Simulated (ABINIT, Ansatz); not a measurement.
# Zr (Zirconium): from the cell to the phonon bands, part 4 of 4

How does Zr (Zirconium) vibrate, and is this structure a minimum?

ABINIT 10.8.3; DFT PBE, scalar-relativistic, plane waves, PseudoDojo norm-conserving pseudopotentials.

So far, highest frequency (cm⁻¹): step 7 (interpolated phonon bands) 195.

**9. Cross-check with Ansatz**

A second program on the same cell, potentials, cutoff and meshes tests the implementation of the phonon response, not its convergence.

This step: DFT PBE, scalar-relativistic, plane waves, PseudoDojo norm-conserving pseudopotentials (Ansatz 0.2.0).

Input file input.yaml:

```yaml
crystal:
  lattice:
    - [3.2309809435, 0.0, 0.0]
    - [-1.6154904718, 2.7981115762, 0.0]
    - [0.0, 0.0, 5.1817912883]
  atoms:
    - { symbol: Zr, position: [0.3333333333, 0.6666666667, 0.25] }
    - { symbol: Zr, position: [0.6666666667, 0.3333333333, 0.75] }
kpoints:
  mp_grid: { grid: [15, 15, 8] }
hamiltonian:
  xc: pbe
  pseudopotentials: { kind: nc, accuracy: standard }
scf:
  occupations: { method: gaussian, width: 0.27211 }
output:
  eigenvalues: true
basis:
  ecutwfc: 789.13
phonons:
  method: dfpt
  qmesh: [3, 3, 2]
  temperatures: { t_max: 1000, t_step: 50 }
  qpath:
    path:
      - [[0.0, 0.0, 0.0], [0.5, 0.0, 0.0], [0.33333333, 0.33333333, 0.0], [0.0, 0.0, 0.0], [0.0, 0.0, 0.5], [0.5, 0.0, 0.5], [0.33333333, 0.33333333, 0.5], [0.0, 0.0, 0.5]]
      - [[0.5, 0.0, 0.5], [0.5, 0.0, 0.0]]
      - [[0.33333333, 0.33333333, 0.5], [0.33333333, 0.33333333, 0.0]]
    npoints: 10
  electrical_resistivity: { temperatures: [77, 300], mesh: [30, 30, 16] }
```

The run is started by

```console
$ ansatz run input.yaml --threads 16 --pin off --max-ram 32768MiB --backend cpu --events-out ev --progress --plain --runs-dir out
```

Numbers of over 12 decimals in the logs are rounded to 6 here.

Log:

```text
Warning: basis.ecutwfc = 789.13 eV is below the records' recommended 897.975746 eV, and the density's cutoff is lower with it unless basis.ecutrho_ratio is high enough to keep the records' density cutoff: compare with a run at a higher cutoff
Engine: ansatz 0.2.0, aarch64-unknown-linux-gnu
Pseudopotentials: kind: nc
Pseudopotential: Zr, nc, valence charge 12, recommended cutoff 897.975746 eV (normal), Zr.nc.azcp (PseudoDojo's, or run here from an input of PseudoDojo's; its table is named by hamiltonian.pseudopotentials.accuracy)
Functional definition: PBE
  parameter kappa = 0.804
  parameter beta = 0.066725
  exchange = pbe_x(kappa = kappa, mu = beta*pi^2/3)
  correlation = pbe_c(beta = beta)
Crystal: 2 atoms, lattice volume = 46.847 Å³
Basis set: ecut = 789.13 eV, 2333 PW (Γ), exchange–correlation on 60×60×96 points (8 copies of the dense FFT grid, shifted against one another)
Bands: 16, of which v1, the nominal top of the filled ones, is band 12 counted from 1 (11 counted from 0)
Symmetry: 24 space group operations
k-points: 135 of 1800
Non-local potential: Zr, projectors of the file, l = 0: 2, l = 1: 2, l = 2: 2
Initial density: superposition of atomic densities (chi_scale 0.1, normalization cell)
Initial wavefunctions: pseudopotential atomic-orbital guess
Functional: x = pbe(κ = 0.804, μ = 0.219515), c = pbe(β = 0.066725)
SCF iter   1: F=—  HF=-2755.131862 eV  |F-HF|=—  |Δ(HF+E_count)|=         —  Δρ=2.91e-2  dr2=5.04e-1  ethr=3.10e-3  ⟨swp⟩=5.9  Hψ=23374  notcnv=0
automatic band count: the SCF goes on with 20 bands, as 16 were too few: they end inside the smearing window of the response
preconditioner: auto → Kerker (q_TF=auto, 2.441 Å⁻¹)  [metal: Δε(μ)=0.042 eV  Ē_g=5.083 eV  σ=0.272 eV  W_gap=0.09  n_scr=10 (ndim 8)  ℏωp=15.3 eV  f_vac=0.000  D(μ)=1.92/eV (n_scr^D=22)]
SCF iter   2: F=—  HF=-2755.017235 eV  |F-HF|=—  |Δ(HF+E_count)|=   1.15e-1  Δρ=1.75e-2  dr2=1.80e-1  ethr=2.10e-3  ⟨swp⟩=1.0  Hψ=3784  notcnv=0
SCF iter   3: F=—  HF=-2754.961074 eV  |F-HF|=—  |Δ(HF+E_count)|=   5.62e-2  Δρ=2.13e-3  dr2=1.40e-3  ethr=7.49e-4  ⟨swp⟩=2.9  Hψ=4186  notcnv=0
SCF iter   4: F=—  HF=-2754.961111 eV  |F-HF|=—  |Δ(HF+E_count)|=   3.64e-5  Δρ=2.48e-4  dr2=2.40e-5  ethr=5.83e-6  ⟨swp⟩=1.8  Hψ=3101  notcnv=0
SCF iter   5: F=—  HF=-2754.961114 eV  |F-HF|=—  |Δ(HF+E_count)|=   3.65e-6  Δρ=4.52e-5  dr2=6.19e-7  ethr=1.00e-7  ⟨swp⟩=3.0  Hψ=4601  notcnv=0
SCF iter   6: F=—  HF=-2754.961115 eV  |F-HF|=—  |Δ(HF+E_count)|=   5.40e-7  Δρ=6.56e-6  dr2=1.34e-8  ethr=2.58e-9  ⟨swp⟩=2.9  Hψ=4239  notcnv=0  defer=190
SCF iter   7: F=—  HF=-2754.961115 eV  |F-HF|=—  |Δ(HF+E_count)|=   1.46e-9  Δρ=1.15e-6  dr2=4.65e-10  ethr=5.58e-11  ⟨swp⟩=2.5  Hψ=4236  notcnv=0  defer=192
SCF iter   8: F=—  HF=-2754.961115 eV  |F-HF|=—  |Δ(HF+E_count)|=  9.23e-11  Δρ=2.22e-7  dr2=1.51e-11  ethr=1.94e-12  ⟨swp⟩=2.3  Hψ=3836  notcnv=0  defer=192
SCF iter   9: F=-2754.961115 eV  HF=-2754.961115 eV  |F-HF|=0.00e0  |Δ(HF+E_count)|=  6.82e-12  Δρ=3.29e-8  dr2=3.55e-13  ethr=1.00e-12  ⟨swp⟩=11.7  Hψ=14504  notcnv=0
SCF 1 converged in 9 iterations: F = -2754.961115 eV  dr2 = 3.55e-13
NSCF: frozen V_eff on 135 k-points
WARN: eigensolver did not converge in 10 slots of this pass, the one above among them; of largest residual over every band (k=55): 1 band(s) unlocked (lowest unlocked band 19, counted from 0; max residual 2.17e-2 eV among the unlocked bands, 2.17e-2 eV over every band); of lowest unlocked band (k=20): band 19
NSCF: frozen V_eff on 320 k-points
DFPT response loops at q = (0, 0, 0) (fractional): preconditioner auto → Kerker (q_TF=auto, 2.441 Å⁻¹) (partly filled bands, converged f_vac=0.000); β = 1.00, the filter's whole step (`scf.mixing.beta` (0.50) is not read by the response loops under this deck's `scf.mixing.preconditioner`; to damp them name `kerker` or `kerker_dos`, under which they read `scf.mixing.beta`, and type it under 1.00, their step now; both keys bind the ground state too); Broyden in place of MSR1
NSCF: frozen V_eff on 640 k-points
DFPT response loops at q = (0, 0, -0.5) (fractional): mixed as the last ones told, above
NSCF: frozen V_eff on 1200 k-points
DFPT response loops at q = (0, 0.333333, 0) (fractional): mixed as the last ones told, above
NSCF: frozen V_eff on 1200 k-points
DFPT response loops at q = (0, 0.333333, -0.5) (fractional): mixed as the last ones told, above
NSCF: frozen V_eff on 1200 k-points
DFPT response loops at q = (0.333333, 0.333333, 0) (fractional): mixed as the last ones told, above
NSCF: frozen V_eff on 1200 k-points
DFPT response loops at q = (0.333333, 0.333333, -0.5) (fractional): mixed as the last ones told, above
Bands: 20, of which v1, the nominal top of the filled ones, is band 12 counted from 1 (11 counted from 0)
SCF iter   1: F=—  HF=-2755.131862 eV  |F-HF|=—  |Δ(HF+E_count)|=         —  Δρ=2.91e-2  dr2=5.04e-1  ethr=3.10e-3  ⟨swp⟩=5.9  Hψ=13619  notcnv=0
SCF iter   2: F=—  HF=-2755.017235 eV  |F-HF|=—  |Δ(HF+E_count)|=   1.15e-1  Δρ=1.75e-2  dr2=1.80e-1  ethr=2.10e-3  ⟨swp⟩=1.0  Hψ=3784  notcnv=0
SCF iter   3: F=—  HF=-2754.961074 eV  |F-HF|=—  |Δ(HF+E_count)|=   5.62e-2  Δρ=2.13e-3  dr2=1.40e-3  ethr=7.49e-4  ⟨swp⟩=2.9  Hψ=4186  notcnv=0
SCF iter   4: F=—  HF=-2754.961111 eV  |F-HF|=—  |Δ(HF+E_count)|=   3.64e-5  Δρ=2.48e-4  dr2=2.40e-5  ethr=5.83e-6  ⟨swp⟩=1.8  Hψ=3101  notcnv=0
SCF iter   5: F=—  HF=-2754.961114 eV  |F-HF|=—  |Δ(HF+E_count)|=   3.65e-6  Δρ=4.52e-5  dr2=6.19e-7  ethr=1.00e-7  ⟨swp⟩=3.0  Hψ=4601  notcnv=0
SCF iter   6: F=—  HF=-2754.961115 eV  |F-HF|=—  |Δ(HF+E_count)|=   5.40e-7  Δρ=6.56e-6  dr2=1.34e-8  ethr=2.58e-9  ⟨swp⟩=2.9  Hψ=4239  notcnv=0  defer=190
SCF iter   7: F=—  HF=-2754.961115 eV  |F-HF|=—  |Δ(HF+E_count)|=   1.46e-9  Δρ=1.15e-6  dr2=4.65e-10  ethr=5.58e-11  ⟨swp⟩=2.5  Hψ=4236  notcnv=0  defer=192
SCF iter   8: F=—  HF=-2754.961115 eV  |F-HF|=—  |Δ(HF+E_count)|=  9.23e-11  Δρ=2.22e-7  dr2=1.51e-11  ethr=1.94e-12  ⟨swp⟩=2.3  Hψ=3836  notcnv=0  defer=192
SCF iter   9: F=-2754.961115 eV  HF=-2754.961115 eV  |F-HF|=0.00e0  |Δ(HF+E_count)|=  7.28e-12  Δρ=3.29e-8  dr2=3.66e-13  ethr=1.00e-12  ⟨swp⟩=2.8  Hψ=5349  notcnv=0
SCF 2 converged in 9 iterations: F = -2754.961115 eV  dr2 = 3.66e-13
NSCF: frozen V_eff on 135 k-points
NSCF: frozen V_eff on 95 k-points
[...]
SCF converged after 9 iterations
Free energy (F): -2754.961115 eV
Harris-Foulkes:  -2754.961115 eV  (|F-HF|=0.00e0)
Internal energy: -2754.884123 eV  (E = F + TS)
E sigma→0 (E₀):  -2754.922619 eV
Entropy (-TS):   -0.076992 eV (-38.496 meV/atom)
Fermi energy:    13.986543 eV
--- Per-component energies (eV) ---
  E_band       = -193.593159
  E_kinetic    = 785.459308
  E_local      = -1565.415327  (includes V_loc(G=0)·N_el)
  E_nonlocal   = 288.584211
  E_hartree    = 374.325427
  E_xc         = -544.863327
  E_vxc        = -450.872195  (∫ρ·V_xc dr)
  E_ewald      = -2092.974416
  E_smearing   = -0.076992  (= −TS)
  E_closure    = 0.000000  (closes the sum)
  Σ components = -2754.961115   (vs F -2754.961115, Δ=0.00e0)
--- Band table (eV; the first three rows and the last of 135) ---
  k-point 0: bands = [... 8 lower, 8.3800, 11.0041, 14.8948, 14.8948, 14.9769, 15.1140, 15.5664, 15.5664, ... 4 higher]
  k-point 1: bands = [... 8 lower, 8.5086, 10.9915, 14.8305, 14.8305, 14.8779, 14.8790, 15.4723, 15.4723, ... 4 higher]
  k-point 2: bands = [... 8 lower, 8.8773, 10.9006, 14.3905, 14.6158, 14.7366, 14.7366, 15.2487, 15.2487, ... 4 higher]
  k-point 134: bands = [... 8 lower, 12.6007, 12.6007, 12.7621, 12.7621, 13.9831, 13.9831, 16.0391, 16.0391, ... 4 higher]
--- Phonons (Γ-DFPT): 2 representative perturbations + reference (Σ response iterations 8) ---
  ASR residual: 4.002e-5 → 0.000e0 eV/Å²; symmetrization residual: 2.398e-10 eV/Å²
  ASR residual per site (eV/Å²): 4.00e-5 4.00e-5
  Γ frequencies (cm⁻¹): 0.00 0.00 0.00 69.18 69.18 154.33
--- Phonons (arbitrary-q DFPT): 6 irreducible q on the 3×3×2 mesh ---
  q = [0.0000, 0.0000, 0.0000] (star 1, of the zone-centre solve; hermiticity 6.00e-11, symmetrization 3.00e-11): -0.00 0.00 0.00 69.18 69.18 154.33
  q = [0.0000, 0.0000, -0.5000] (star 1, 2 solved perturbations in 455 linear systems a pass and spin channel, the states on 320 of 1800 k-point pairs; hermiticity 6.03e-9, symmetrization 2.86e-8): 50.21 50.21 50.21 50.21 132.50 132.50
  q = [0.0000, 0.3333, 0.0000] (star 6, 3 solved perturbations on 600 of 1800 k-point pairs; hermiticity 3.02e-8, symmetrization 3.61e-10): 60.02 68.66 138.13 141.88 156.33 159.50
  q = [0.0000, 0.3333, -0.5000] (star 6, 3 solved perturbations on 600 of 1800 k-point pairs; hermiticity 2.67e-8, symmetrization 6.79e-9): 104.22 104.22 110.55 110.55 166.44 166.44
  q = [0.3333, 0.3333, 0.0000] (star 2, 2 solved perturbations in 830 linear systems a pass and spin channel, the states on 600 of 1800 k-point pairs; hermiticity 4.86e-9, symmetrization 2.43e-9): 120.87 120.87 136.84 136.84 143.30 195.13
  q = [0.3333, 0.3333, -0.5000] (star 2, 2 solved perturbations in 830 linear systems a pass and spin channel, the states on 600 of 1800 k-point pairs; hermiticity 1.70e-8, symmetrization 2.69e-9): 68.31 68.31 167.43 167.43 173.17 173.17
  sum rule: each row above includes the acoustic sum rule's correction from the zone centre's row sums; it moved no ω² by more than (0.35 cm⁻¹)²
  mesh force constants: q→R imaginary residual 0.00e0; ASR residual 4.002e-5 → 0.000e0 eV/Å²; symmetrization residual 7.105e-15 eV/Å²
  interpolated dispersion: 93 rows × 6 modes
  density of states and harmonic sums: on the 24×24×12 q-mesh, interpolated from the force constants of a 3×3×2 supercell (no non-analytic term)
  largest difference from the sums on the solved wave vectors: F 3.56e-2 eV, S 5.00e-5 and C_V 1.43e-5 eV/K
  zero-point energy: 0.045382 eV/cell   skipped modes (ω ≤ 0): 3   left out of the sums: 7.23e-5 of the cell's modes: C_V's classical limit lies that fraction below 3 k_B per atom; for a crystal, a wire or a layer, F and S can be off by more, and a phonons.interpolated_qmesh denser along its periods is the remedy for the sampling
--- Electrical resistivity: potentials and phonons of a 3×3×2 supercell ---
  scattering by harmonic phonons alone, with no dipole-dipole term; scattering by other electrons, impurities, surfaces and spin disorder is left out, and so is spin–orbit coupling
  the resistivity is that of a variational response, whose dependence on the energy is improved iteratively
  at the Fermi level of each mesh (of a tensor a third of its trace):
           mesh   spin    states/(eV spin)  plasma energy (eV)         λ      λ_tr    ħω_log (meV)
       30×30×16                     0.9265              3.9777    0.6030    0.6396          12.445
        15×15×8                     0.9595              4.0557    0.6245    0.6565          12.525
  resistivity on the deck's mesh, µΩ·cm:
     T (K)       trace/3  mesh converged            xx            yy            zz    lowest order   relaxation time
     77.00      8.5337e0              no      9.0495e0      9.0495e0      7.5021e0        9.1158e0          8.2461e0
    300.00      4.7239e1              no      4.9864e1      4.9864e1      4.1991e1        4.9185e1          4.5549e1
  mean free path at 77 K (of a tensor a third of its trace): 19.5 nm by what each carries, 16.3 by the Fermi surface alone
  Hall coefficient in a weak field at 77 K (a third of the trace): 6.112e-11 m³/C (as a tensor it moves by 1.2 % between the two finest meshes); by each state's relaxation time: 4.506e-11 m³/C; by a constant relaxation time: -7.492e-12 m³/C
  mean free path at 300 K (of a tensor a third of its trace): 3.44 nm by what each carries, 2.95 by the Fermi surface alone
  Hall coefficient in a weak field at 300 K (a third of the trace): 2.853e-11 m³/C (as a tensor it moves by 1.5 % between the two finest meshes); by each state's relaxation time: 1.743e-11 m³/C; by a constant relaxation time: -1.666e-11 m³/C
  the resistivity times a path that all electrons share, by the Fermi surface of the deck's mesh alone (a third of the trace): 1.405e-15 Ω·m²
  not converged in the mesh (λ; λ_tr; the resistivity at 77 K by 5.10 %; the resistivity at 300 K by 2.17 %): between neighbouring meshes, the two finest first, λ moves by 3.58 %, λ_tr by 2.72 % and the resistivity by up to 5.10 %; an estimate, no bound, puts it up to 8.8e-8 % above the Boltzmann equation's exact value after up to 4 iterations (at most 30 are made, fewer where the estimate is under 1.0e-6 % of each spin channel's own resistivity)
  vibrations of 18 cells: unjudged by the run; compare a larger repeat
  the changes of the potential over all sites missed a rigid shift's by 0.00 % (the site terms' by 0.00 %)
  at the force constants' own smearing the fine mesh and the k-points of their solves give squared frequencies that differ by 0.4 % of the larger at the most, at (0, 0, 0)
```

The job ended after 4.5 min (16 threads of Arm Neoverse V1, shared host; peak memory 3.1 GiB).

Read from the output:

| Item | Value |
| --- | --- |
| sum-rule residual before enforcement | 4.00e-5 eV/Å² |
| mean frequency | 122 cm⁻¹ |
| Debye temperature (second moment) | 238 K |
| logarithmic mean frequency | 114.6 cm⁻¹ |
| lowest optical zone-centre mode | 69.18 cm⁻¹ |
| lowest mode on the q mesh (acoustic ones at the zone centre apart) | 50.21 cm⁻¹ |
| zero-point energy per atom | 22.69 meV |
| vibrational entropy at 300 K | 40.27 J/(mol atoms K) |

**10. Side by side: ABINIT PseudoDojo and Ansatz, PseudoDojo**

Worked out from the results:

* root-mean-square difference: 0.07 cm⁻¹
* largest difference: 0.13 cm⁻¹
* root-mean-square difference on the path: 0.1 cm⁻¹
* largest difference on the path: 0.1 cm⁻¹

The 12 of 33 modes that differ most. Frequencies side by side:

```
q (reciprocal lattice)  mode  ABINIT PseudoDojo (cm⁻¹)  Ansatz, PseudoDojo (cm⁻¹)
                 0 0 0     4                      69.3                      69.18
                 0 0 0     5                      69.3                      69.18
                 0 0 0     6                     154.3                      154.3
            0.3333 0 0     1                     60.15                      60.02
            0.3333 0 0     2                     68.57                      68.66
       0.3333 0.3333 0     1                     120.8                      120.9
               0 0 0.5     1                     50.33                      50.21
               0 0 0.5     2                     50.33                      50.21
               0 0 0.5     3                     50.33                      50.21
               0 0 0.5     4                     50.33                      50.21
               0 0 0.5     5                     132.4                      132.5
               0 0 0.5     6                     132.4                      132.5
```

The interpolated bands of the two lie on top of each other.

At the solved wavevectors the largest difference (acoustic modes at Γ apart) is 0.07 % of the highest mode.

**11. Outcome**

```yaml
space_group_after_relaxation: P6_3/mmc
volume_per_atom: 23.4 Å³
highest_optical_zone_centre_mode_no_lo_to_term: 154.3 cm⁻¹
lowest_optical_zone_centre_mode: 69.3 cm⁻¹
q_mesh: 3×3×2
lowest_mode_on_the_q_mesh_acoustic_ones_at_the_zone_centre_apart: 50.3 cm⁻¹
zero_point_energy_per_atom: 22.7 meV
heat_capacity_at_300_k: 24.2 J/(mol atoms K)
vibrational_entropy_at_300_k: 40.3 J/(mol atoms K)
imaginary_modes_on_the_q_mesh: none
largest_difference_from_ansatz_pseudodojo: 0.13 cm⁻¹
```

What this shows: Zr (Zirconium) is dynamically stable on the 3×3×2 mesh; its spectrum reaches 195 cm⁻¹. At the PBE level the optical modes of Zr (Zirconium) at the zone centre run from 69 to 154 cm⁻¹. Along axes with an odd number of divisions the mesh misses the zone-boundary points at one half, where instabilities often lie; those are only interpolated. The base run prints -0.46 GPa, mostly the error of a finite basis; the relaxation, with a smoothed and higher cutoff, had brought the cell to rest. ABINIT PseudoDojo and Ansatz, PseudoDojo agree to 0.13 cm⁻¹ (0.07 % of the highest mode compared) on all solved modes but the acoustic ones at Γ. These are harmonic frequencies at zero temperature: anharmonic shifts and linewidths and thermal expansion are left out. In a metal the frequencies hang on the k mesh and the smearing, most of all near Kohn anomalies. Ansatz warns that the cutoff lies 12 % under the one recommended for these files; agreement at one cutoff is not convergence. Electron-phonon sums were run after this but are left out, since no second program bore their λ out within 30 %; a λ that a log prints is not taken as a result.

[Host names and launcher messages were left out of these logs when they were recorded.]

[Logs are printed without paths, hosts, clocks, repeated set-up lines and the standing remarks that a program may print on its own settings, such as how far it seeks lower states.]

[Hosts, paths, dates, database ids (printed as entryN), source tags and the programs' standing remarks are cut or masked in the printed files.]
